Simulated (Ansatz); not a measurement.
# LaGaO3 (R-3c): band gap by G0W0 on LDA

How far does one-shot GW move the LDA gap of LaGaO3 (R-3c)?

Main program and level: Ansatz 0.2.0; LDA, then G0W0 on it, plane waves, PAW.

Report form: the programs' logs are mostly left out.

In doubt: masses and optical values from hybrid runs of this build are listed as unsure (in some of the runs), which bears on the screening that GW takes from such a start.

## 1. Starting point

Symmetry: R-3c, No. 167, trigonal system. Conventional cell: a = 5.543 Å, b = 5.543 Å, c = 13.433 Å, α = 90.00°, β = 90.00°, γ = 120.00°. La has 12 O at 2.47 to 3.08 Å nearest. Ga has 6 O at 1.98 Å nearest. O has 2 Ga at 1.98 Å and 4 La at 2.47 to 3.08 Å nearest. Farther neighbours and most contacts between anions are not listed.

As a file:

```cif
data_structure
_symmetry_space_group_name_H-M 'R-3c:H'
_symmetry_Int_Tables_number 167
_cell_length_a 5.5429
_cell_length_b 5.5429
_cell_length_c 13.4328
_cell_angle_alpha 90.000
_cell_angle_beta 90.000
_cell_angle_gamma 120.000
_cell_volume 357.41
loop_
_atom_site_label
_atom_site_type_symbol
_atom_site_symmetry_multiplicity
_atom_site_Wyckoff_symbol
_atom_site_fract_x
_atom_site_fract_y
_atom_site_fract_z
_atom_site_occupancy
La1 La 6 a 0.33333 0.66667 0.91667 1
Ga1 Ga 6 b 0.00000 0.00000 0.00000 1
O1 O 18 e 0.55480 0.00000 0.25000 1
```

The cell and positions come from the Crystallography Open Database and are kept as given unless a step says otherwise. Spin-orbit coupling is left out unless a step names it. The default PAW set here is soft_2. Its files were made with PBE.

## 2. The LDA band structure

Levels along a band path and on the mesh show where this functional puts the band edges.

This step: DFT, LDA, plane waves, PAW.

Input file input.yaml:

```yaml
crystal:
  lattice:
    - [2.77145, 1.6000974035, 4.4776]
    - [-2.77145, 1.6000974035, 4.4776]
    - [0.0, -3.2001948071, 4.4776]
  atoms:
    - { symbol: La, position: [0.25, 0.25, 0.25] }
    - { symbol: La, position: [0.75, 0.75, 0.75] }
    - { symbol: Ga, position: [0.0, 0.0, 0.0] }
    - { symbol: Ga, position: [0.5, 0.5, 0.5] }
    - { symbol: O, position: [0.8048, 0.6952, 0.25] }
    - { symbol: O, position: [0.25, 0.8048, 0.6952] }
    - { symbol: O, position: [0.6952, 0.25, 0.8048] }
    - { symbol: O, position: [0.1952, 0.3048, 0.75] }
    - { symbol: O, position: [0.75, 0.1952, 0.3048] }
    - { symbol: O, position: [0.3048, 0.75, 0.1952] }
kpoints:
  mp_grid: { grid: [6, 6, 6] }
  band_path:
    path:
      - [[0.0, 0.0, 0.0], [0.5, 0.5, 0.5], [0.74819777, 0.25180223, 0.5]]
      - [[0.5, -0.25180223, 0.25180223], [0.5, 0.0, 0.0], [0.0, 0.0, 0.0], [0.37590111, -0.37590111, 0.0]]
      - [[0.62409889, 0.0, 0.37590111], [0.5, 0.0, 0.5], [0.0, 0.0, 0.0]]
    npoints: 10
hamiltonian:
  xc: lda
scf:
  occupations: { method: fermi_dirac, width: 0.02 }
  n_extra_bands: 7
output:
  eigenvalues: true
  write_density: true
  write_potential: true
  elf: true
  volumetric_format: npy
```

Command:

```
ansatz run input.yaml --threads 3 --pin off --max-ram 92160MiB --backend cuda --events-out ev --progress --plain --runs-dir out --devices 1 --max-vram 13GiB
```

Run time: 12 s. Hardware: 1 × NVIDIA H100 80GB HBM3 (shared by 6 runs) with 3 threads of AMD EPYC 7R13 (Zen 3), shared host; peak memory 0.97 GiB; 17 s of CPU time.

Numbers from this step:

| Property | Result |
| --- | --- |
| filled bands | 42 |
| gap | 3.499 eV |
| valence top at | k = (0.338, -0.338, 0.000) |
| conduction bottom at | Γ |
| least direct gap | 3.648 eV |

Over mesh and path the gap is 3.499 eV, from k = (0.338, -0.338, 0.000) to k = Γ. The least direct gap found is 3.648 eV, at k = Γ.

The electronic bands at the labelled points (eV, zero at the top of the highest nominally filled band):

| point | band 39 | band 40 | band 41 | band 42 | band 43 | band 44 | band 45 | band 46 |
| --- | --- | --- | --- | --- | --- | --- | --- | --- |
| Γ | -0.29 | -0.19 | -0.19 | -0.15 | 3.50 | 4.12 | 4.12 | 4.47 |
| halfway | -0.59 | -0.58 | -0.37 | -0.37 | 4.33 | 4.33 | 4.41 | 4.47 |
| T | -0.53 | -0.53 | -0.53 | -0.53 | 4.47 | 4.47 | 4.48 | 4.48 |
| halfway | -0.85 | -0.85 | -0.39 | -0.39 | 4.42 | 4.42 | 4.48 | 4.48 |
| H2 | -0.67 | -0.67 | -0.43 | -0.43 | 4.40 | 4.40 | 4.48 | 4.48 |
| jump to H0 | -0.67 | -0.67 | -0.43 | -0.43 | 4.40 | 4.40 | 4.48 | 4.48 |
| halfway | -0.83 | -0.83 | -0.18 | -0.18 | 4.40 | 4.40 | 4.44 | 4.44 |
| L | -0.41 | -0.41 | -0.15 | -0.15 | 4.38 | 4.38 | 4.43 | 4.43 |
| halfway | -0.42 | -0.34 | -0.20 | -0.18 | 4.28 | 4.29 | 4.30 | 4.44 |
| Γ | -0.29 | -0.19 | -0.19 | -0.15 | 3.50 | 4.12 | 4.12 | 4.47 |
| halfway | -0.60 | -0.43 | -0.36 | -0.09 | 4.34 | 4.34 | 4.45 | 4.46 |
| S0 | -0.84 | -0.78 | -0.69 | 0.00 | 4.38 | 4.40 | 4.43 | 4.53 |
| jump to S2 | -0.84 | -0.78 | -0.69 | 0.00 | 4.38 | 4.40 | 4.43 | 4.53 |
| halfway | -0.84 | -0.82 | -0.38 | -0.01 | 4.38 | 4.39 | 4.41 | 4.53 |
| F | -0.85 | -0.79 | -0.26 | 0.00 | 4.37 | 4.39 | 4.40 | 4.52 |
| halfway | -0.49 | -0.49 | -0.29 | -0.14 | 4.30 | 4.38 | 4.42 | 4.44 |
| Γ | -0.29 | -0.19 | -0.19 | -0.15 | 3.50 | 4.12 | 4.12 | 4.47 |

Electrostatic potential energy in the ac plane of the conventional cell at fractional y = 0.000, with atoms of La and Ga and O within 0.2 Å of it. With pseudopotentials it is smooth inside the atoms' cores, unlike the true potential.

Values in eV, 24 rows by 15 columns, each cell a mean:
```
 -9  -9   1  12  15  15  14  14  14  15  14  12   7  -6 -10
  1   5  12  15  15  15  14  13  13  11  -6  -8   8   8   2
 13  14  15  16  16  15  14  13  13  12   1   0  12  14  13
  6   9  12  14  15  15  15  14  15  15  15  15  13  10   7
-24 -16  -1  10  14  12   4   5  14  16  15  12   5  -9 -22
-11 -30 -18   5  11 -11 -30 -29  -4  15  14   9  -6 -30 -21
-22 -30 -14   6  12  -4 -23 -22   2  15  14  10  -4 -26 -27
-14  -7   4  12  15  15  12  12  15  16  15  13   8  -1 -12
 10  11  14  15  16  15  14  14  14  15  14  14  14  12  10
 12  13  15  15  15  15  13  13  13  10  -6  -8  10  13  12
 -5   0   9  14  15  15  14  13  14  12   1  -1   8   4  -4
 -8 -10  -1  12  15  15  14  14  14  15  15  14   6  -8  -9
 -9  -9   1  11  13  15  15  14  14  15  15  14   7  -6 -10
  1   5  10  -1 -10   4  13  13  13  14  15  15  13   8   2
 13  14  14   5  -2   8  13  13  13  14  15  16  15  14  13
  6   9  12  14  15  15  15  14  14  15  15  15  13  10   7
-24 -16  -1  10  14  15  15   9   3   9  14  12   5 -10 -22
-11 -30 -18   4  13  15   9 -21 -31 -23   5  10  -6 -30 -21
-22 -30 -14   5  13  15  11 -13 -25 -15   9  10  -3 -26 -27
-14  -7   5  11  15  16  15  14  11  14  15  13   8  -1 -12
 10  12  13  14  14  15  14  14  14  15  15  15  14  12  10
 12  13  13   0 -10   4  13  13  13  14  15  16  15  14  12
 -5   0   8   4  -2   8  14  13  13  14  15  15  12   4  -4
 -8 -10  -1  11  15  15  15  14  14  15  15  14   6  -8  -9
```
Columns run along a (5.5 Å; values clipped at the 3rd and 97th percentile), rows up along c (13.4 Å), edges of the conventional cell, whose origin can differ from the input's. Atoms in or near the plane, at fractional coordinates: La at (0.00, 0.25), La at (0.00, 0.75), Ga at (0.00, 0.00), Ga at (0.00, 0.50), O at (0.55, 0.25), O at (0.45, 0.75).

Valence density in the ac plane of the conventional cell at fractional y = 0.000, with atoms of La and Ga and O within 0.2 Å of it. It is the smooth field of the valence electrons, not physical close to the nuclei.

Ten steps, logarithmic in the rise over the least value, from '_' (0 e/Å³) to '@' (27 e/Å³), each cell a mean:
```
%%++..____________....::::--##
........________..::====--....
________________..::----::..__
..__________________....____..
----::__..::----..______..::--
--==--..::++****==..____::====
====--..::==**++--..____::--==
--::..____..::::..______..::--
__________________........____
______..________..::====::..__
--::....________..::----::::--
@@**::______________......==%%
%%++::::::..____________..--##
....::--==--..________........
____..--==--..________________
....__....__________________..
----::______..::--::..__..::--
====--..____::++****--..::--==
====--..____::++**++--..::--==
--::..________..::..______::--
____....::..__________________
____::--==--..__________..____
--::::------..__________....--
@@**::......____________..==%%
```
Columns run along a (5.5 Å), rows up along c (13.4 Å), edges of the conventional cell, whose origin can differ from the input's. Atoms in or near the plane, at fractional coordinates: La at (0.00, 0.25), La at (0.00, 0.75), Ga at (0.00, 0.00), Ga at (0.00, 0.50), O at (0.55, 0.25), O at (0.45, 0.75).

## 3. The quasiparticle correction

G0W0 replaces the xc potential by a self-energy built once from the orbitals of the start. Levels are corrected in the window of bands that the input names, at points of the mesh.

This step: G0W0 on LDA, plane waves, PAW.

input.yaml, the sections that differ from step 2:

```yaml
kpoints:
  mp_grid: { grid: [4, 4, 4] }
scf:
  occupations: { method: fixed }
gw:
  n_empty_bands: 653
  ecut_chi: 180.0
  qp_bands: [v3, c3]
  qp_kpoints: band_edges
  screening: { model: contour_deformation }
# crystal, hamiltonian: as in step 2
# output: removed
```

The job ended after 92 s (1 × NVIDIA H100 80GB HBM3 (shared by 6 runs) with 3 threads; peak memory 2.4 GiB).

Numbers from this step:

```yaml
bands_summed: 695
rpa_eps_infinity_on_this_mesh_eigenvalues: 4.889, 5.078, 5.078
plane_waves_in_the_screening_matrix: 645
q_points_in_the_mesh: 64
g0w0_gap_over_the_corrected_points: 5.206 eV
k_of_the_valence_top: 0, -0.5, -0.5
k_of_the_conduction_bottom: 0, 0, 0
starting_gap_on_the_mesh: 3.499 eV
z_at_the_valence_top: 0.7552
z_at_the_conduction_bottom: 0.8161
least_direct_g0w0_gap_over_the_corrected_points: 5.327 eV
```

Over all 13 irreducible mesh points the G0W0 gap is 5.206 eV, from k = (0.000, -0.500, -0.500) to k = Γ. The LDA gap of this run on the mesh is 3.499 eV. The two states that bound the G0W0 gap lie that far apart at the start, so the correction of the gap is 5.206 − 3.499 = +1.707 eV. The start of this run differs from the step before in mesh (6×6×6 and 4×4×4). The program marks 35 of the 78 corrected levels as in doubt (energies apart, Σc rises), neither edge state among them.

Labels follow the order of the start: v1 is the top filled band, c1 the lowest empty one; levels that stay degenerate share a row, the window can cut a multiplet, doubted levels are not marked in this list, bands outside the window were not corrected, and the list may be a part of the corrected levels. The levels before and after the correction (eV, zero at the valence-band top of each column):

|  | conduction bottom | valence top |
| --- | --- | --- |
| Kohn-Sham | 3.50 | 0.00 |
| G0W0 | 5.21 | 0.00 |

|  | level | occupation | energy (eV) |
| --- | --- | --- | --- |
| Kohn-Sham | Γ v3-v2 | 2 | -0.194 |
| Kohn-Sham | Γ v1 | 2 | -0.149 |
| Kohn-Sham | Γ c1 | 0 | 3.499 |
| Kohn-Sham | Γ c2-c3 | 0 | 4.123 |
| Kohn-Sham | (0 -0.5 -0.5) v3 | 2 | -0.794 |
| Kohn-Sham | (0 -0.5 -0.5) v2 | 2 | -0.258 |
| Kohn-Sham | (0 -0.5 -0.5) v1 | 2 | 0.000 |
| Kohn-Sham | (0 -0.5 -0.5) c1 | 0 | 4.374 |
| Kohn-Sham | (0 -0.5 -0.5) c2 | 0 | 4.386 |
| Kohn-Sham | (0 -0.5 -0.5) c3 | 0 | 4.401 |
| G0W0 | Γ v3-v2 | 2 | -0.231 |
| G0W0 | Γ v1 | 2 | -0.120 |
| G0W0 | Γ c1 | 0 | 5.206 |
| G0W0 | Γ c2-c3 | 0 | 6.788 |
| G0W0 | (0 -0.5 -0.5) v3 | 2 | -0.844 |
| G0W0 | (0 -0.5 -0.5) v2 | 2 | -0.301 |
| G0W0 | (0 -0.5 -0.5) v1 | 2 | 0.000 |
| G0W0 | (0 -0.5 -0.5) c1 | 0 | 8.743 |
| G0W0 | (0 -0.5 -0.5) c2 | 0 | 8.748 |
| G0W0 | (0 -0.5 -0.5) c3 | 0 | 8.746 |

The parts of the quasiparticle energy for the two states that bound the G0W0 gap, in eV on the run's own scale (QP = start + Σx + Σc − Vxc, with Σc at the quasiparticle energy):

| edge | k | band | start | Σx | Σc | Vxc | Z | QP |
| --- | --- | --- | --- | --- | --- | --- | --- | --- |
| valence top | (0.000, -0.500, -0.500) | 42 | 10.735 | −26.141 | 4.337 | −21.196 | 0.755 | 10.127 |
| conduction bottom | Γ | 43 | 14.234 | −13.986 | −4.017 | −19.102 | 0.816 | 15.333 |

## 4. Spin-orbit coupling

This run has two-component orbitals with spin-orbit coupling.

This step: DFT, LDA with spin-orbit coupling, plane waves, PAW.

input.yaml, the sections that differ from step 3:

```yaml
kpoints:
  mp_grid: { grid: [6, 6, 6] }
  band_path:
    path:
      - [0.0, 0.0, 0.0]
      - [0.5, 0.5, 0.5]
      - [0.74819777, 0.25180223, 0.5]
      - [0.5, -0.25180223, 0.25180223]
      - [0.5, 0.0, 0.0]
      - [0.37590111, -0.37590111, 0.0]
      - [0.62409889, 0.0, 0.37590111]
      - [0.5, 0.0, 0.5]
      - [0.338310999, -0.338310999, 0.0]
    npoints: 1
scf:
  occupations: { method: fixed }
  n_extra_bands: 14
magnetization:
  noncollinear: true
  spin_orbit: true
output:
  eigenvalues: true
# crystal, hamiltonian: as in step 3
# gw: removed
```

Elapsed: 14 s, on 1 × NVIDIA H100 80GB HBM3 (shared by 6 runs) with 3 threads; peak memory 1.1 GiB; 26 s of CPU time.

This step gave:

* gap: 3.499 eV
* valence top at: k = (0.338, -0.338, 0.000)
* conduction bottom at: Γ
* least direct gap: 3.629 eV

Over mesh and listed points the gap is 3.499 eV, from k = (0.338, -0.338, 0.000) to k = Γ. The least direct gap found is 3.629 eV, at k = Γ. LDA+SOC against LDA: 3.499 − 3.499 = +0.000 eV, with the same mesh, set of files (read in its fully relativistic form for the spin-orbit run) and cutoff, and both edges at the same k points. The spin-orbit run sees mesh and listed points alone, so its gap is an upper bound: the coupling can move an edge off these points, and the change over the zone, its sign included where it is small, is not known.

## 5. Side by side

Each gap is the least one over the points named; times are wall times on shared hosts, not benchmarks. A G0W0 time includes the run's own self-consistent start. Runs with listed points see these and the mesh alone, so an edge that moves elsewhere is missed. Rows marked * are further runs, not shown as steps, whose inputs differ from the G0W0 step on the same start in the columns given; solver thresholds can differ too.

| level | mesh | files, cutoff | bands summed, screening | points | gap (eV) | valence top | conduction bottom | least direct gap (eV) | time |
| --- | --- | --- | --- | --- | --- | --- | --- | --- | --- |
| LDA | 6×6×6 | soft_2 PAW, 420 eV | - | mesh and path | 3.499 | (0.338, -0.338, 0.000) | Γ | 3.648 | 12 s |
| LDA+SOC | 6×6×6 | soft_2 PAW, 420 eV | - | mesh and listed points | 3.499 | (0.338, -0.338, 0.000) | Γ | 3.629 | 14 s |
| G0W0@LDA* | 4×4×4 | soft_2 PAW, 420 eV | 149, 54 eV | all 13 irreducible mesh points | 5.278 | (0.000, -0.500, -0.500) | Γ | 5.368 | 23 s |
| G0W0@LDA* | 4×4×4 | soft_2 PAW, 420 eV | 345, 108 eV | all 13 irreducible mesh points | 5.189 | (0.000, -0.500, -0.500) | Γ | 5.300 | 40 s |
| G0W0@LDA | 4×4×4 | soft_2 PAW, 420 eV | 695, 180 eV | all 13 irreducible mesh points | 5.206 | (0.000, -0.500, -0.500) | Γ | 5.327 | 92 s |
| G0W0@LDA* | 2×2×2 | soft_2 PAW, 420 eV | 345, 108 eV | all 4 irreducible mesh points | 5.127 | (0.000, -0.500, -0.500) | Γ | 5.246 | 11 s |
| G0W0@LDA* | 4×4×4 | soft_2 PAW, 420 eV | 695, 180 eV, plasmon pole | all 13 irreducible mesh points | 5.219 | (0.000, -0.500, -0.500) | Γ | 5.334 | 1.7 min |

## 6. Outcome

```
LDA gap over mesh and path                       : 3.499 eV, from k = (0.338, -0.338, 0.000) to k = Γ
G0W0@LDA gap over all 13 irreducible mesh points : 5.206 eV, from k = (0.000, -0.500, -0.500) to k = Γ
LDA+SOC gap over mesh and listed points          : 3.499 eV
GW settings                                      : 4×4×4 mesh, 653 empty bands, screening to 180 eV
known limits                                     : finite bands, screening cutoff and k mesh; no spin-orbit coupling in G0W0; d shells not analysed
```

What this shows: Over all 13 irreducible mesh points the G0W0 gap is 5.206 eV, from k = (0.000, -0.500, -0.500) to k = Γ. The LDA gap of this run on the mesh is 3.499 eV. The two states that bound the G0W0 gap lie that far apart at the start, so the correction of the gap is 5.206 − 3.499 = +1.707 eV. The valence state moves by 10.127 − 10.735 = −0.608 eV and the conduction state by 15.333 − 14.234 = +1.099 eV, on the run's own scale; with 149 bands the edge states move by −0.052 and +1.728 eV, so the split between the edges depends on the bands and cutoff. Over mesh and path, LDA puts the valence top at k = (0.338, -0.338, 0.000), which is no corrected point. The start's gap on the mesh of the G0W0 run, 3.499 eV, is no wider than the 3.499 eV found there (the runs differ in mesh (6×6×6 and 4×4×4)), so it is not shown that this mesh misses an edge. Levels at other points were not corrected, so a lower G0W0 gap elsewhere in the zone is not ruled out. From 149 bands and 54 eV to 695 bands and 180 eV the gap moves by 5.206 − 5.278 = −0.072 eV (rung by rung 5.278, 5.189, 5.206 eV); bands and screening cutoff rise together, so their parts are not told apart. The gap turns back along the series (5.278, 5.189, 5.206 eV), so no line is drawn and the limit is not known. With the 2×2×2 mesh in place of the 4×4×4 mesh and all else as in the G0W0@LDA row with 345 bands, the gap differs by 5.127 − 5.189 = −0.062 eV, and that of the start by 3.475 − 3.499 = −0.024 eV. With the plasmon pole model in place of the contour deformation model and all else as in the G0W0@LDA row with 695 bands, the gap differs by 5.219 − 5.206 = +0.013 eV. G0W0 on other starts in this series, not shown as steps and not all at these settings: 5.590 eV on r2SCAN (4×4×4, soft_2 PAW, 695 bands, 180 eV) and 6.083 eV on HSE06 (4×4×4, soft_2 PAW, 695 bands, 180 eV). LDA+SOC against LDA: 3.499 − 3.499 = +0.000 eV, with the same mesh, set of files (read in its fully relativistic form for the spin-orbit run) and cutoff, and both edges at the same k points. The spin-orbit run sees mesh and listed points alone, so its gap is an upper bound: the coupling can move an edge off these points, and the change over the zone, its sign included where it is small, is not known. What spin-orbit coupling does to the G0W0 levels was not computed, so no sum with the G0W0 gap is formed. For the G0W0 step: the program marks 35 of the 78 corrected levels as in doubt (energies apart, Σc rises), neither edge state among them. The G0W0 runs are scalar-relativistic. One-shot GW is known to converge slowly in bands for compounds with shallow d shells. The cell holds Ga; the filling of the d shell and its place against the gap were not analysed here. The cell holds La; where the f levels lie against the gap was not analysed here. G0W0@LDA runs of this series with other atomic data on the same mesh, not shown as steps, give 5.288 eV (hard PAW, 1020 eV, 1018 bands, screening to 234 eV); where bands and cutoffs differ too, the part of the files is not isolated.

[Paths, hosts, dates, memory and timing lines, banners, echoed tables and standing remarks are left out of the program output.]

[Logs are printed without paths, hosts, clocks, repeated set-up lines and the standing remarks that a program may print on its own settings, such as how far it seeks lower states.]

[Runs of the session that timed out or met a known fault of the program may be left out.]

[Cells called generated may have been cut or substituted from an entry of the Crystallography Open Database or the Materials Project.]

[Hosts, paths, dates, database ids (printed as entryN), source tags and the programs' standing remarks are cut or masked in the printed files.]

[Where an RPA ε∞ is given, it is that of the G0W0 mesh and is not shown converged in it. Names of k-points follow the symmetry that the program found, which can be lower than the space group named. Band edges on a path are those of the sampled points; other points can move an edge, and change direct to indirect where valleys lie close.]

[Hybrid gaps are those of their k-mesh and are not shown converged in it.]
